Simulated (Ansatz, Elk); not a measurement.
**Bonding as seen by X-rays: CuWN2**

Structure refinements treat a crystal as free atoms side by side. For a made-up structure of CuWN2 (cell and positions from a PBEsol relaxation) the runs below show what the calculated density changes in F(hkl).

Main program and level: Elk 11.2.3 (patched build); DFT, PBE, all-electron APW+lo, Dirac cores, scalar-relativistic bands, static density, no spin.

This account leaves out most program logs.

The structure was built from a prototype and need not be the compound's stable phase.

## 1. The starting structure

The structure is trigonal, space group R-3m (No. 166). Conventional cell: a = 2.933 Å, b = 2.933 Å, c = 18.145 Å, α = 90.00°, β = 90.00°, γ = 120.00°. Nearest to W lie 6 N at 2.06 Å. Nearest to Cu lie 2 N at 1.84 Å. N has 1 Cu at 1.84 Å and 3 W at 2.06 Å nearest. Farther neighbours and most contacts between anions are not listed.

## 2. Ground state and structure factors

An all-electron density is needed, since X-rays see the cores too. Task 0 finds the density and task 195 Fourier-transforms it; tshift is off so that phases refer to the origin typed.

Input file elk.in:

```
tasks
  0
  195

xctype
  20

spinpol
  .false.

rgkmax
  7.0

gmaxvr
  14.0

lmaxo
  7

lmaxapw
  8

swidth
  0.002

tshift
  .false.

ramdisk
  .false.

hmaxvr
  5.5

maxscl
  120

epspot
  1e-06

sppath
  './'

avec
  2.77115759779 1.59992858505 11.42948621473
  -2.77115759779 1.59992858505 11.42948621473
  0.00000000000 -3.19985717010 11.42948621473

atoms
  3
  'W.in'
  1
  0.5000000000 0.5000000000 0.5000000000   0.000000 0.000000 0.000000
  'Cu.in'
  1
  0.0000000000 0.0000000000 0.0000000000   0.000000 0.000000 0.000000
  'N.in'
  2
  0.8984046506 0.8984046506 0.8984046506   0.000000 0.000000 0.000000
  0.1015953494 0.1015953494 0.1015953494   0.000000 0.000000 0.000000

ngridk
  9 9 9
```

Started as:

```sh
> OMP_NUM_THREADS=4 elk
```

Run time: 1.8 min. Hardware: 4 threads of Intel Xeon Platinum 8259CL at 2.50GHz (Skylake/Cascade Lake), shared host; peak memory 0.2 GiB; 5.9 min of CPU time.

SFACRHO.OUT:

```text

h k l indices transformed by vhmat matrix:
   1.000000000       0.000000000       0.000000000    
   0.000000000       1.000000000       0.000000000    
   0.000000000       0.000000000       1.000000000    

      h      k      l  multipl.   |H|            Re(F)            Im(F)           |F|

      0      0      0      1   0.0000000       117.00000      0.38567809E-15   117.00000    
     -1     -1     -1      2  0.54973471      -47.797690     -0.13924319E-12   47.797690    
     -2     -2     -2      2   1.0994694       81.137717      0.27901382E-12   81.137717    
      1      0      0      6   1.3218187      -31.381240      0.36393106E-13   31.381240    
      1      1      0      6   1.3593898       87.822455     -0.70149031E-13   87.822455    
     -2     -1     -1      6   1.5002950       75.446414      0.14240781E-12   75.446414    
      1      2      2      6   1.5978402      -46.016838      0.13238652E-12   46.016838    
      3      3      3      2   1.6492041      -30.434479      0.49130694E-12   30.434479    
      2      3      2      6   1.8327526      -38.247415      0.24842251E-12   38.247415    
     -3     -3     -2      6   1.9653657       78.168757      0.24789507E-12   78.168757    
     -4     -4     -4      2   2.1989388       73.086612      0.45280409E-12   73.086612    
     -3     -4     -3      6   2.2519981       77.000798      0.23543439E-12   77.000798    
      0     -1      1      6   2.2673504       76.729073      0.22565318E-15   76.729073    
      0     -1     -2     12   2.3330422      -36.112544     -0.11076163E-12   36.112544    
     -4     -3     -4      6   2.4034658      -29.978887     -0.26661906E-12   29.978887    
      1      3      2     12   2.5198633       63.617617     -0.22363300E-12   63.617617    
     -1     -1      1      6   2.6245157      -29.078576     -0.30327589E-13   29.078576    
     -2      0      0      6   2.6436374       67.178724      0.54325942E-13   67.178724
```

Elk indexes on the primitive cell of elk.in and gives |H| = 4π sin θ/λ in inverse bohr. Below, one row stands for each form hkl of the conventional cell (m members, Friedel mates merged), F is for one primitive cell and the density is static (no thermal factor). Free-atom factors are Waasmaier and Kirfel's, and R is Σm||F|−|F'||/Σm|F|. Elk warned that it couldn't find a linearisation energy, which lowers the accuracy of some states in this run and its variants.

```tsv
hkl	m	sin θ/λ (Å⁻¹)	abs F, DFT	neutral atoms	diff.
003	2	0.083	47.798	47.682	+0.116
006	2	0.165	81.138	81.896	-0.758
101	6	0.199	31.381	31.639	-0.258
012	6	0.204	87.823	88.153	-0.330
104	6	0.226	75.446	76.340	-0.894
015	6	0.240	46.017	45.497	+0.519
009	2	0.248	30.434	30.738	-0.303
107	6	0.276	38.247	38.156	+0.092
018	6	0.296	78.169	78.421	-0.252
0 0 12	2	0.331	73.087	73.461	-0.375
1 0 10	6	0.339	77.001	77.207	-0.206
110	6	0.341	76.729	76.967	-0.238
113	12	0.351	36.112	35.994	+0.119
0 1 11	6	0.361	29.979	29.888	+0.091
116	12	0.379	63.618	63.734	-0.117
021	6	0.395	29.079	28.940	+0.139
202	6	0.398	67.179	67.319	-0.140
1 0 13	6	0.409	34.438	34.450	-0.012
024	6	0.409	61.045	61.001	+0.044
0 0 15	2	0.413	36.683	36.885	-0.203
205	6	0.417	36.842	36.782	+0.060
119	12	0.422	28.311	28.168	+0.143
```

## 3. The highest occupied states alone

An energy window below the Fermi level keeps the highest occupied states, to see at which angles they scatter; shallow core shells can lie inside it and anion s states outside. No new self-consistency is needed.

Changes to elk.in since step 2:

```diff
@@ -1,3 +1,2 @@
 tasks
-  0
   195
@@ -40,2 +39,5 @@
 
+wsfac
+  0.000260 0.667760
+
 sppath
```

Started as:

```sh
> OMP_NUM_THREADS=4 elk
```

Elapsed: 8.1 s, on 4 threads; peak memory 0.16 GiB.

States within 10 eV below the Fermi level hold 23.00 electrons; any levels below the window count with the cores. Their amplitudes can exceed the total, where window and core parts have opposite phase:

```tsv
hkl	sin θ/λ (Å⁻¹)	abs F, window	abs F, all
003	0.083	4.084	47.798
006	0.165	5.306	81.138
101	0.199	8.939	31.381
012	0.204	8.549	87.823
104	0.226	4.019	75.446
015	0.240	2.466	46.017
009	0.248	7.809	30.434
107	0.276	4.236	38.247
018	0.296	5.463	78.169
0 0 12	0.331	4.674	73.087
```

## 4. Another functional

The difference from free atoms is small, so it is set against the change that PBEsol makes.

Changes to elk.in since step 3:

```diff
@@ -1,2 +1,3 @@
 tasks
+  0
   195
@@ -4,3 +5,3 @@
 xctype
-  20
+  22
 
@@ -39,5 +40,2 @@
 
-wsfac
-  0.000260 0.667760
-
 sppath
```

Started as:

```sh
> OMP_NUM_THREADS=4 elk
```

The job ended after 1.8 min (4 threads; peak memory 0.2 GiB; 6 min of CPU time).

Against the first run R = 0.01 %; the largest change is +0.045 at 009.

## 5. Basis size

A smaller basis shows how fast F responds to it; the change is likely larger than the basis error of the first run, but doesn't show convergence.

Changes to elk.in since step 4:

```diff
@@ -5,3 +5,3 @@
 xctype
-  22
+  20
 
@@ -11,3 +11,3 @@
 rgkmax
-  7.0
+  5.5
```

Started as:

```sh
> OMP_NUM_THREADS=4 elk
```

The job ended after 68 s (4 threads; peak memory 0.19 GiB).

Against the first run R = 0.06 %; the largest change is -0.099 at 110.

## 6. Basis size

The basis and the expansions that go with it are enlarged, to see whether the differences are converged.

Changes to elk.in since step 5:

```diff
@@ -11,12 +11,12 @@
 rgkmax
-  5.5
+  8.5
 
 gmaxvr
-  14.0
+  18.0
 
 lmaxo
-  7
+  9
 
 lmaxapw
-  8
+  10
```

Started as:

```sh
> OMP_NUM_THREADS=4 elk
```

It took 3.6 min on 4 threads; peak memory 0.38 GiB.

Against the first run R = 0.02 %; the largest change is +0.023 at 0 0 27.

## 7. Settings against the effect

```tsv
run	R against the first run (%)	R against neutral atoms, low angle (%)	wall time
PBE, rgkmax 7	0.00	0.67	1.8 min
PBEsol	0.01	0.65	1.8 min
rgkmax 5.5	0.06	0.63	68 s
rgkmax 8.5 with larger expansions	0.02	0.67	3.6 min
```

## 8. Summary of results

```
R against neutral atoms, sin θ/λ < 0.3 Å⁻¹ : 0.67 %
R against neutral atoms, 0.3 to 0.83 Å⁻¹   : 0.25 %
```

**Reading.** Independent neutral atoms miss the calculated amplitudes by R = 0.67 % below 0.3 Å⁻¹ and 0.25 % from there to 0.83 Å⁻¹; by shells, 0.24 % below 0.15 Å⁻¹ (1 form), 0.68 % 0.15 to 0.3 (8 forms), 0.27 % 0.3 to 0.45 (15 forms), 0.24 % above 0.45 (87 forms). Bonding, aspherical density and the tables' own atoms all enter these figures, and the runs don't part them. The largest change of an amplitude is -0.89 electrons, at 104. The window's part falls from 23.0 electrons at the origin to at most 2.65 between 0.45 and 0.83 Å⁻¹, where compact states inside the window still scatter. Below 0.3 Å⁻¹ the changes that finished (PBEsol, rgkmax 5.5 and rgkmax 8.5 with larger expansions) move F by R = 0.07 % at most, against the 0.67 % that separates it from free atoms. The k-mesh has no finished test. These runs have no spin, though d or f shells may be open. The electron count is odd, so without spin the run is a metal by force. Spin-orbit coupling is left out, which can matter for elements this heavy. Part of the difference isn't bonding: the tables are fits to free atoms and ions calculated by other methods than this functional. Thermal motion, anomalous dispersion and extinction are left out.

[Logs are printed without paths, hosts, clocks, repeated set-up lines and the standing remarks that a program may print on its own settings, such as how far it seeks lower states.]

[Hosts, paths, dates, database ids (printed as entryN), source tags and the programs' standing remarks are cut or masked in the printed files.]
